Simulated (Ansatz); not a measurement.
**Y2Ti2O7 (Fd-3m): how G0W0 depends on its starting point**

Aim: G0W0 for Y2Ti2O7 (Fd-3m) on several starting functionals, at one mesh, band count and screening cutoff.

Main program and level: Ansatz 0.2.0; G0W0 on several functionals, plane waves, PAW.

In doubt: masses and optical values from hybrid runs of this build are listed as unsure (steps 3, 4), which bears on the screening that GW takes from such a start.

### 1. The structure

The structure is cubic, space group Fd-3m (No. 227). The conventional cell has a = 10.099 Å, b = 10.099 Å, c = 10.099 Å, α = 90.00°, β = 90.00°, γ = 90.00°. Nearest to Y lie 8 O at 2.19 to 2.48 Å. Nearest to Ti lie 6 O at 1.96 Å. O has 2 Ti at 1.96 Å and 2 Y at 2.48 Å nearest. O has 4 Y at 2.19 Å nearest. Farther neighbours and most contacts between anions are not listed.

Coordinates:

```cif
data_structure
_symmetry_space_group_name_H-M 'P 1'
_symmetry_Int_Tables_number 1
_cell_length_a 7.1408
_cell_length_b 7.1408
_cell_length_c 7.1408
_cell_angle_alpha 60.000
_cell_angle_beta 60.000
_cell_angle_gamma 60.000
_cell_volume 257.47
loop_
_atom_site_label
_atom_site_type_symbol
_atom_site_fract_x
_atom_site_fract_y
_atom_site_fract_z
_atom_site_occupancy
Y1 Y 0.12500 0.12500 0.12500 1
Y2 Y 0.62500 0.12500 0.12500 1
Y3 Y 0.12500 0.12500 0.62500 1
Y4 Y 0.12500 0.62500 0.12500 1
Ti5 Ti 0.62500 0.62500 0.62500 1
Ti6 Ti 0.12500 0.62500 0.62500 1
Ti7 Ti 0.62500 0.62500 0.12500 1
Ti8 Ti 0.62500 0.12500 0.62500 1
O9 O 0.54539 0.95461 0.95461 1
O10 O 0.70461 0.29539 0.70461 1
O11 O 0.95461 0.54539 0.54539 1
O12 O 0.29539 0.70461 0.29539 1
O13 O 0.95461 0.54539 0.95461 1
O14 O 0.70461 0.70461 0.29539 1
O15 O 0.54539 0.95461 0.54539 1
O16 O 0.29539 0.29539 0.70461 1
O17 O 0.70461 0.29539 0.29539 1
O18 O 0.95461 0.95461 0.54539 1
O19 O 0.29539 0.70461 0.70461 1
O20 O 0.54539 0.54539 0.95461 1
O21 O 0.00000 0.00000 0.00000 1
O22 O 0.25000 0.25000 0.25000 1
```

Geometry: measured cell, ions relaxed with r2SCAN. The runs that relaxed it are not among those shown.

### 2. G0W0 on r2SCAN

G0W0 replaces the xc potential by the self-energy, built once from these orbitals. Only a window of levels is corrected, while the sums run over the empty bands that the input names. This step takes hard PAW files.

This step: G0W0 on r2SCAN, plane waves, PAW.

input.yaml reads:

```yaml
crystal:
  lattice:
    - [0.0, 5.0493, 5.0493]
    - [5.0493, 0.0, 5.0493]
    - [5.0493, 5.0493, 0.0]
  atoms:
    - { symbol: "Y", position: [0.125, 0.125, 0.125] }
    - { symbol: "Y", position: [0.625, 0.125, 0.125] }
    - { symbol: "Y", position: [0.125, 0.125, 0.625] }
    - { symbol: "Y", position: [0.125, 0.625, 0.125] }
    - { symbol: Ti, position: [0.625, 0.625, 0.625] }
    - { symbol: Ti, position: [0.125, 0.625, 0.625] }
    - { symbol: Ti, position: [0.625, 0.625, 0.125] }
    - { symbol: Ti, position: [0.625, 0.125, 0.625] }
    - { symbol: O, position: [0.5453943878, 0.9546056122, 0.9546056122] }
    - { symbol: O, position: [0.7046056122, 0.2953943878, 0.7046056122] }
    - { symbol: O, position: [0.9546056122, 0.5453943878, 0.5453943878] }
    - { symbol: O, position: [0.2953943878, 0.7046056122, 0.2953943878] }
    - { symbol: O, position: [0.9546056122, 0.5453943878, 0.9546056122] }
    - { symbol: O, position: [0.7046056122, 0.7046056122, 0.2953943878] }
    - { symbol: O, position: [0.5453943878, 0.9546056122, 0.5453943878] }
    - { symbol: O, position: [0.2953943878, 0.2953943878, 0.7046056122] }
    - { symbol: O, position: [0.7046056122, 0.2953943878, 0.2953943878] }
    - { symbol: O, position: [0.9546056122, 0.9546056122, 0.5453943878] }
    - { symbol: O, position: [0.2953943878, 0.7046056122, 0.7046056122] }
    - { symbol: O, position: [0.5453943878, 0.5453943878, 0.9546056122] }
    - { symbol: O, position: [0.0, 0.0, 0.0] }
    - { symbol: O, position: [0.25, 0.25, 0.25] }
kpoints:
  mp_grid: { grid: [4, 4, 4] }
hamiltonian:
  xc: r2scan
  pseudopotentials: { kind: paw, source: ansatz }
scf:
  occupations: { method: fixed }
gw:
  n_empty_bands: 1531
  ecut_chi: 190.0
  qp_bands: [v4, c4]
  qp_kpoints: band_edges
  screening: { model: contour_deformation }
```

Command:

```bash
$ ansatz run input.yaml --threads 32 --pin off --max-ram 129024MiB --backend cuda --events-out ev --progress --plain --runs-dir out --devices 1 --max-vram 157GiB  # rebuilt from the run's record
```

Numbers of over 12 decimals in the logs are rounded to 6 here.

What it wrote:

```text
GPUs: using 1 of 1 available (devices: 1).
Engine: ansatz 0.2.0, aarch64-unknown-linux-gnu
Pseudopotentials: kind: paw
Pseudopotential: Y, paw, valence charge 11, recommended cutoff 420 eV (normal), Y.paw.azcp
Pseudopotential: Ti, paw, valence charge 12, recommended cutoff 740 eV (normal), Ti.paw.azcp
Pseudopotential: O, paw, valence charge 6, recommended cutoff 1050 eV (meta_gga), O.paw.azcp
Functional definition: r2SCAN
  parameter k0 = 0.174
  parameter k1 = 0.065
  parameter a1 = 4.9479
  exchange = r2scan_x(k0 = k0, k1 = k1, a1 = a1)
  correlation = r2scan_c
[...]
Crystal: 22 atoms, lattice volume = 257.468 Å³
Basis set: ecut = 1050 eV, 19795 PW (Γ), exchange–correlation on 360×360×360 points (64 copies of the dense FFT grid, shifted against one another)
Bands: 110, of which v1, the nominal top of the filled ones, is band 88 counted from 1 (87 counted from 0)
Symmetry: 48 space group operations
Space group: Fd-3m (ITA 227), of the structure as read, at distance tolerance 6.4e-5 Å
k-points: 8 of 64
Non-local potential: Y, projectors of the file, l = 0: 2, l = 1: 2, l = 2: 2, l = 3: 1
Non-local potential: Ti, projectors of the file, l = 0: 2, l = 1: 2, l = 2: 2, l = 3: 1
Non-local potential: O, projectors of the file, l = 0: 2, l = 1: 2, l = 2: 1
PAW form: soft (Blöchl's): semilocal exchange-correlation on the pseudo side does not see the compensation charge
PAW frozen core: Y, regenerated for the run's functional (the file was generated under x = pbe(κ = 0.804, μ = 0.219515), c = pbe(β = 0.066725))
PAW frozen core: Ti, regenerated for the run's functional (the file was generated under x = pbe(κ = 0.804, μ = 0.219515), c = pbe(β = 0.066725))
PAW frozen core: O, regenerated for the run's functional (the file was generated under x = pbe(κ = 0.804, μ = 0.219515), c = pbe(β = 0.066725))
PAW one-centre angular grid: Y, 590 points (default); XC on 160 Gauss nodes
PAW one-centre angular grid: Ti, 590 points (default); XC on 160 Gauss nodes
PAW one-centre angular grid: O, 302 points (default); XC on 160 Gauss nodes
Initial density: superposition of atomic densities (chi_scale 0.1, normalization cell, long waves kept (reshape's long-wave potential 0.08 eV rms))
Initial wavefunctions: pseudopotential atomic-orbital guess
[...]
Functional: x = r2scan, c = r2scan; τ floored in thin density (d = 2e-4 eV/Å³)
SCF iter   1: F=—  HF=-33471.960853 eV  |F-HF|=—  |Δ(HF+E_count)|=         —  Δρ=1.08e-1  dr2=4.42e1  dr2_τ=1.33e1  ethr=3.10e-3  ⟨swp⟩=4.9  Hψ=2668  notcnv=0  defer=150
preconditioner: auto → Resta (q_TF=auto, 2.561 Å⁻¹)  ε∞=4.0  [insulator: Δε(μ)=4.752 eV  Ē_g=15.498 eV  n_scr=64 (ndim 8)  ℏωp=27.0 eV  f_vac=0.000  ε∞_Penn≈4.0]
SCF iter   2: F=—  HF=-33462.473030 eV  |F-HF|=—  |Δ(HF+E_count)|=    9.49e0  Δρ=5.20e-2  dr2=3.68e0  dr2_τ=6.65e0  ethr=3.10e-3  ⟨swp⟩=3.6  Hψ=2150  notcnv=0  defer=128
SCF iter   3: F=—  HF=-33462.559315 eV  |F-HF|=—  |Δ(HF+E_count)|=   8.63e-2  Δρ=2.28e-2  dr2=1.07e0  dr2_τ=2.69e-1  ethr=2.09e-3  ⟨swp⟩=2.8  Hψ=1453  notcnv=0  defer=138
SCF iter   4: F=—  HF=-33462.603701 eV  |F-HF|=—  |Δ(HF+E_count)|=   4.44e-2  Δρ=7.40e-3  dr2=1.27e-1  dr2_τ=6.67e-2  ethr=6.05e-4  ⟨swp⟩=2.4  Hψ=1145  notcnv=0  defer=154
SCF iter   5: F=—  HF=-33462.603251 eV  |F-HF|=—  |Δ(HF+E_count)|=   4.50e-4  Δρ=3.64e-3  dr2=2.91e-2  dr2_τ=1.74e-2  ethr=7.21e-5  ⟨swp⟩=3.0  Hψ=1417  notcnv=0  defer=146
SCF iter   6: F=—  HF=-33462.600058 eV  |F-HF|=—  |Δ(HF+E_count)|=   3.19e-3  Δρ=1.06e-3  dr2=2.51e-3  dr2_τ=5.37e-4  ethr=1.65e-5  ⟨swp⟩=2.0  Hψ=1270  notcnv=0  defer=160
[...]
SCF iter   8: F=—  HF=-33462.600305 eV  |F-HF|=—  |Δ(HF+E_count)|=   1.31e-4  Δρ=5.02e-5  dr2=5.46e-6  dr2_τ=1.15e-5  ethr=4.45e-7  ⟨swp⟩=2.0  Hψ=1137  notcnv=0  defer=160
SCF iter   9: F=—  HF=-33462.600307 eV  |F-HF|=—  |Δ(HF+E_count)|=   2.00e-6  Δρ=2.69e-5  dr2=2.20e-6  dr2_τ=3.08e-7  ethr=3.10e-9  ⟨swp⟩=2.1  Hψ=1317  notcnv=0  defer=99
SCF iter  10: F=-33462.600306 eV  HF=-33462.600306 eV  |F-HF|=4.44e-8  |Δ(HF+E_count)|=   2.81e-7  Δρ=4.61e-6  dr2=5.82e-8  dr2_τ=4.16e-9  ethr=5.68e-11  ⟨swp⟩=15.6  Hψ=4896  notcnv=0
SCF 1 converged in 10 iterations: F = -33462.600306 eV  dr2 = 5.82e-8
[...]
SCF converged after 10 iterations
[...]
0    92     12.7880   -13.3631    -7.4531   -21.8819  0.7251    13.8773    13.8536  root
     1    85      8.7007   -25.5043     4.2114   -20.9206  0.7361     8.3260     8.3284  root
     1    86      8.8399   -25.9290     4.1615   -21.4045  0.7409     8.4747     8.4769  root
     1    87      9.1019   -26.2043     4.0618   -21.8152  0.7445     8.7729     8.7746  root
     1    88      9.1019   -26.2043     4.0618   -21.8152  0.7445     8.7729     8.7746  root
     1    89     12.7605   -13.5955    -7.1949   -21.8425  0.7291    13.8343    13.8126  root
     1    90     12.7605   -13.5955    -7.1949   -21.8425  0.7291    13.8343    13.8126  root
     1    91     12.8937   -13.4377    -7.0053   -21.4628  0.7267    13.9350    13.9136  root
     1    92     12.9664   -13.6122    -7.3169   -21.9700  0.7223    14.0304    14.0073  root
     2    85      8.8607   -25.5858     4.2682   -20.9577  0.7344     8.4985     8.5008  root
     2    86      8.8607   -25.5858     4.2682   -20.9577  0.7344     8.4985     8.5008  root
     2    87      8.9603   -26.0920     4.1500   -21.5895  0.7432     8.6059     8.6078  root
     2    88      8.9603   -26.0920     4.1500   -21.5895  0.7432     8.6059     8.6078  root
     2    89     12.7985   -13.6230    -7.2266   -21.9042  0.7273    13.8752    13.8530  root
     2    90     12.7985   -13.6230    -7.2266   -21.9042  0.7273    13.8752    13.8530  root
     2    91     12.9320   -13.8187    -7.0600   -21.9089  0.7253    13.9835    13.9622  root
     2    92     12.9687   -13.6465    -6.9910   -21.6651  0.7243    14.0185    13.9963  root
     3    85      8.7189   -25.6245     4.1031   -21.1651  0.7380     8.3604     8.3626  root
     3    86      8.7189   -25.6245     4.1031   -21.1651  0.7380     8.3604     8.3626  root
     3    87      9.1823   -26.1609     4.1396   -21.6900  0.7424     8.8493     8.8510  root
     3    88      9.1823   -26.1609     4.1396   -21.6900  0.7424     8.8493     8.8510  root
     3    89     12.8568   -13.6943    -7.0811   -21.8049  0.7283    13.9071    13.8862  root
     3    90     12.8583   -13.3750    -7.2652   -21.6826  0.7261    13.9232    13.9007  root
     3    91     12.9288   -13.1982    -6.9254   -21.1114  0.7292    13.9363    13.9166  root
[...]
7    85      8.8079   -25.9869     4.2525   -21.3563  0.7403     8.4274     8.4298  root
     7    86      8.8079   -25.9869     4.2525   -21.3563  0.7403     8.4274     8.4298  root
     7    87      9.1147   -25.7279     4.2098   -21.1812  0.7370     8.7758     8.7777  root
     7    88      9.1147   -25.7279     4.2098   -21.1812  0.7370     8.7758     8.7777  root
     7    89     12.8851   -13.5678    -7.0966   -21.6872  0.7276    13.9287    13.9079  root
     7    90     12.8851   -13.5678    -7.0966   -21.6872  0.7276    13.9287    13.9079  root
     7    91     13.0480   -13.5770    -7.0449   -21.6359  0.7230    14.0841    14.0621  root
     7    92     13.0480   -13.5770    -7.0449   -21.6359  0.7230    14.0841    14.0621  root
```

Run time: 76 s. Hardware: 1 × NVIDIA GB200 with 32 threads of Arm Neoverse V2, shared host; peak memory 16 GiB; 4.1 min of CPU time.

Numbers from this step:

```
bands summed                                 : 1619
RPA ε∞ on this mesh (eigenvalues)            : 5.055, 5.055, 5.055
plane waves in the screening matrix          : 1471
q-points in the mesh                         : 64
G0W0 gap on the mesh                         : 4.654 eV
k of the valence top                         : 0, -0.5, -0.5
k of the conduction bottom                   : 0, 0, 0
starting gap on the mesh                     : 3.277 eV
Z at the valence top                         : 0.7404
Z at the conduction bottom                   : 0.7343
least direct G0W0 gap on the computed points : 4.666 eV
```

The gap on the mesh goes from 3.28 eV to 4.65 eV, a correction of +1.38 eV. Between the two edge states, bare exchange in place of the xc potential would open the gap by 12.72 eV, and correlation takes back 11.34 eV.

### 3. G0W0 on HSE06

One-shot GW remembers its start. Another functional's orbitals and levels show by how much.

This step: G0W0 on HSE06, plane waves, PAW.

input.yaml: that of step 2 with these lines changed.

```diff
@@ -31,3 +31,3 @@
 hamiltonian:
-  xc: r2scan
+  xc: hse06
   pseudopotentials: { kind: paw, source: ansatz }
```

What it wrote:

```text
GPUs: using 1 of 1 available (devices: 1).
[...]
davidson cushion auto → on  (no smearing: the cushion is to keep the highest requested band from converging to the state above it; pin scf.eigensolver.cushion to override)
[...]
Crystal: 22 atoms, lattice volume = 257.468 Å³
Basis set: ecut = 930 eV, 16529 PW (Γ)
Bands: 110, of which v1, the nominal top of the filled ones, is band 88 counted from 1 (87 counted from 0)
[... 1 set-up line as in the run before ...]
[...]
k-points: 8 of 64
[...]
SCF iter   1: F=—  HF=-33387.809979 eV  |F-HF|=—  |Δ(HF+E_count)|=         —  Δρ=9.98e-2  dr2=3.95e1  ethr=1.00e-1  ⟨swp⟩=3.0  Hψ=2629  notcnv=0
[...]
SCF iter   2: F=—  HF=-33391.420134 eV  |F-HF|=—  |Δ(HF+E_count)|=    3.61e0  Δρ=2.01e-1  dr2=1.28e2  ethr=2.25e-2  ⟨swp⟩=4.1  Hψ=2717  notcnv=0  recentre
[...]
SCF iter   8: F=-33378.769231 eV  HF=-33378.769339 eV  |F-HF|=1.07e-4  |Δ(HF+E_count)|=   1.57e-4  Δρ=2.22e-4  dr2=1.23e-4  ethr=8.36e-7  ⟨swp⟩=3.0  Hψ=2135  notcnv=0
SCF 1 stopped early in 8 iterations: F = -33378.769231 eV  dr2 = 1.23e-4
[...]
Exchange kernel: α = 0.2500, screened, ω = 0.2079 Å⁻¹, Wigner–Seitz truncation, v(0) = 1046.9172 eV·Å³, q-mesh 4×4×4, nearest image of the exchange supercell L = 28.56 Å, pair-density grid 40×40×40, without the augmentation charges, whose exchange is taken in its separable form by FFT convolution over the k-point mesh (sized by the pseudopotential files, 60×60×60 at the most), smooth part of the exact exchange by density-matrix convolution in up to 59.54 GiB of GPU memory as planned if the GPU has room (build and FFT work areas not counted)
Frozen-core exchange: fock
[...]
hybrid outer 1: dexx = +1.510e-1 eV, tail = 1.22e-4 eV
[...]
SCF 3 converged in 4 iterations: F = -33385.584578 eV  dr2 = 8.56e-8
[...]
hybrid outer 2: dexx = +1.276e-5 eV, tail = 1.92e-7 eV, Δε = 6.55e-3 eV (about 2.36e-4 eV left of the loop's levels)
[...]
0    92     13.3681   -12.9517    -6.8890   -20.3990  0.7611    13.9306    13.9264  root
     1    85      7.9782   -25.5605     3.9260   -21.6001  0.7674     7.9437     7.9437  root
     1    86      8.1109   -25.9648     3.8752   -22.0630  0.7712     8.0843     8.0844  root
     1    87      8.4007   -26.2462     3.7998   -22.4394  0.7739     8.3938     8.3938  root
     1    88      8.4007   -26.2462     3.7998   -22.4394  0.7739     8.3938     8.3938  root
     1    89     13.3063   -13.1687    -6.6805   -20.4186  0.7643    13.8799    13.8757  root
     1    90     13.3063   -13.1687    -6.6805   -20.4186  0.7643    13.8799    13.8757  root
     1    91     13.4616   -12.8466    -6.4351   -19.8105  0.7640    13.9940    13.9903  root
[...]
7    89     13.4360   -13.0354    -6.6301   -20.2104  0.7629    13.9847    13.9808  root
     7    90     13.4360   -13.0354    -6.6301   -20.2104  0.7629    13.9847    13.9808  root
     7    91     13.6312   -12.9896    -6.5348   -20.0498  0.7603    14.1605    14.1567  root
     7    92     13.6312   -12.9896    -6.5348   -20.0498  0.7603    14.1605    14.1567  root
```

Wall time 6.3 min (1 × NVIDIA GB200 with 32 threads); peak memory 13 GiB; 30 min of CPU time.

This step gave:

- bands summed: 1619
- RPA ε∞ on this mesh (eigenvalues): 4.222, 4.222, 4.222
- plane waves in the screening matrix: 1471
- q-points in the mesh: 64
- G0W0 gap on the mesh: 5.068 eV
- k of the valence top: 0, -0.5, -0.5
- k of the conduction bottom: 0, 0, 0
- starting gap on the mesh: 4.491 eV
- Z at the valence top: 0.7703
- Z at the conduction bottom: 0.7683
- least direct G0W0 gap on the computed points: 5.088 eV

Against the run with 4×4×4 mesh, 1531 empty bands, screening to 190 eV, hard PAW files on r2SCAN, the gap moves by +0.41 eV, while the start moved by +1.21 eV.

### 4. G0W0 on PBE0

This step: G0W0 on PBE0, plane waves, PAW.

input.yaml: that of step 3 with these lines changed.

```diff
@@ -31,3 +31,3 @@
 hamiltonian:
-  xc: hse06
+  xc: pbe0
   pseudopotentials: { kind: paw, source: ansatz }
```

What it wrote:

```text
GPUs: using 1 of 1 available (devices: 1).
[...]
Crystal: 22 atoms, lattice volume = 257.468 Å³
Basis set: ecut = 930 eV, 16529 PW (Γ)
Bands: 110, of which v1, the nominal top of the filled ones, is band 88 counted from 1 (87 counted from 0)
[... 1 set-up line as in the run before ...]
[...]
k-points: 8 of 64
[...]
1    89     13.6738   -13.1567    -6.5145   -20.0227  0.7778    14.0265    14.0251  root
     1    90     13.6738   -13.1567    -6.5145   -20.0227  0.7778    14.0265    14.0251  root
     1    91     13.8371   -12.8336    -6.2692   -19.4066  0.7779    14.1420    14.1410  root
[...]
7    89     13.8072   -13.0153    -6.4641   -19.8035  0.7766    14.1324    14.1313  root
     7    90     13.8072   -13.0153    -6.4641   -19.8035  0.7766    14.1324    14.1313  root
     7    91     14.0088   -12.9687    -6.3619   -19.6327  0.7745    14.3119    14.3109  root
     7    92     14.0088   -12.9687    -6.3619   -19.6327  0.7745    14.3119    14.3109  root
```

It took 6.1 min on 1 × NVIDIA GB200 with 32 threads; peak memory 12 GiB; 30 min of CPU time.

This step gave:

- bands summed: 1619
- RPA ε∞ on this mesh (eigenvalues): 3.959, 3.959, 3.959
- plane waves in the screening matrix: 1471
- G0W0 gap on the mesh: 5.346 eV
- k of the valence top: 0, -0.5, -0.5
- k of the conduction bottom: 0, 0, 0
- starting gap on the mesh: 5.242 eV
- least direct G0W0 gap on the computed points: 5.361 eV

Against the run with 4×4×4 mesh, 1531 empty bands, screening to 190 eV, hard PAW files on HSE06, the gap moves by +0.28 eV, while the start moved by +0.75 eV.

### 5. Side by side

All on the 4×4×4 mesh with 1531 empty bands and screening to 190 eV. Times are wall times on 1 × NVIDIA GB200 with 32 threads of Arm Neoverse V2, shared host, good to a factor of about two.

```csv
start,starting gap (eV),shift (eV),G0W0 gap (eV),RPA ε∞ (harmonic mean),"Z (valence, conduction)",time
r2SCAN,3.28,+1.38,4.65,5.05,"0.74, 0.73",76 s
HSE06,4.49,+0.58,5.07,4.22,"0.77, 0.77",6.3 min
PBE0,5.24,+0.10,5.35,3.96,"0.78, 0.78",6.1 min
```

How the two edges are built up, in eV (the quasiparticle level is the starting level plus Σx plus Σc less Vxc):

```csv
run,edge,start,Σx,Σc,Vxc,Z,QP
r2SCAN,valence top,9.33,-26.13,4.23,-21.58,0.74,9.00
r2SCAN,conduction bottom,12.61,-13.47,-7.11,-21.63,0.73,13.66
HSE06,valence top,8.64,-26.16,3.94,-22.22,0.77,8.64
HSE06,conduction bottom,13.13,-13.04,-6.63,-20.24,0.77,13.71
PBE0,valence top,8.25,-26.17,3.81,-22.62,0.78,8.51
PBE0,conduction bottom,13.50,-13.03,-6.47,-19.85,0.78,13.85
```

For a hybrid start, Vxc holds its share of exact exchange.

### 6. Outcome

```json
{
  "G0W0@r2SCAN": "4.65 eV (start 3.28 eV)",
  "G0W0@HSE06": "5.07 eV (start 4.49 eV)",
  "G0W0@PBE0": "5.35 eV (start 5.24 eV)",
  "known limits": "not at the basis limit; no spin-orbit coupling"
}
```

What this shows: The starting gaps span 1.96 eV and the G0W0 gaps 0.69 eV. Between r2SCAN and PBE0, 0.69 eV of the 1.96 eV survives, 35 %. PBE0 screens less than r2SCAN (ε∞ 3.96 against 5.05). Of the 0.69 eV by which its G0W0 gap is higher, the correlation part gives +1.07 eV, and exchange with the one-particle terms, which follow the orbitals, −0.38 eV. The smallest correction, +0.10 eV, is on PBE0, the start nearest to reproducing itself. Bands and cutoff are finite, so the gap is not at the basis limit. The miss can reach some tenths of an eV and take either sign; the mesh is an error of its own. The many-body steps are scalar-relativistic: spin-orbit coupling is not in them.

[Paths, hosts, dates, memory and timing lines, banners, echoed tables and standing remarks are left out of the program output.]

[Logs are printed without paths, hosts, clocks, repeated set-up lines and the standing remarks that a program may print on its own settings, such as how far it seeks lower states.]

[Runs of the session that timed out or met a known fault of the program may be left out.]

[Cells called generated may have been cut or substituted from an entry of the Crystallography Open Database or the Materials Project.]

[Hosts, paths, dates, database ids (printed as entryN), source tags and the programs' standing remarks are cut or masked in the printed files.]
